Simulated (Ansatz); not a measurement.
The compound is RbPdCl3 (cubic perovskite) (Pm-3m).

The structure was built from a prototype and need not be the compound's stable phase.

```yaml
crystal:
  lattice:
    - [0.00000, -4.82304, 0.00000]
    - [0.00000, 0.00000, 4.82304]
    - [-4.82304, 0.00000, 0.00000]
  atoms:
    - { symbol: Rb, position: [0.00000, 0.00000, 0.00000] }
    - { symbol: Pd, position: [0.50000, 0.50000, 0.50000] }
    - { symbol: Cl, position: [0.50000, 0.50000, 0.00000] }
    - { symbol: Cl, position: [0.50000, 0.00000, 0.50000] }
    - { symbol: Cl, position: [0.00000, 0.50000, 0.50000] }
```

The structure was relaxed with LDA. The structure type comes from a generator and need not be one that this composition takes. The structure was generated from a model, not taken from a measurement. The runs that relaxed it are not among those shown. The program's search for lower electronic states was switched off, so nothing shows that the state found is the lowest. PAW set soft_2, made with PBE.

A constrained-RPA run (Ansatz 0.2.0; non-magnetic LDA; Pd d + anion p, bands v13 to c1, 4×4×4 mesh, medium accuracy) builds 14 functions on bands 9.0 eV wide, with 26.0 electrons in the window. The bare on-site interaction is 17.6 eV and the bare J 0.66 eV.

Q: Estimate U, U′ and J.

On the Pd d shell, U = 6.57 eV (37 % of the bare value), U′ = 5.54 eV, J = 0.51 eV.

The parent state is non-magnetic and the interaction static (zero frequency); U depends on the window and the orbitals, so it belongs to this model alone. A window that holds the anion p bands defines a model with explicit ligands; its U belongs to that model and is not the U of DFT+U.

[Paths, hosts, dates, memory and timing lines, banners, echoed tables and standing remarks are left out of the program output.]

[Logs are printed without paths, hosts, clocks, repeated set-up lines and the standing remarks that a program may print on its own settings, such as how far it seeks lower states.]

[Runs of the session that timed out or met a known fault of the program may be left out.]

[Hosts, paths, dates, database ids (printed as entryN), source tags and the programs' standing remarks are cut or masked in the printed files.]
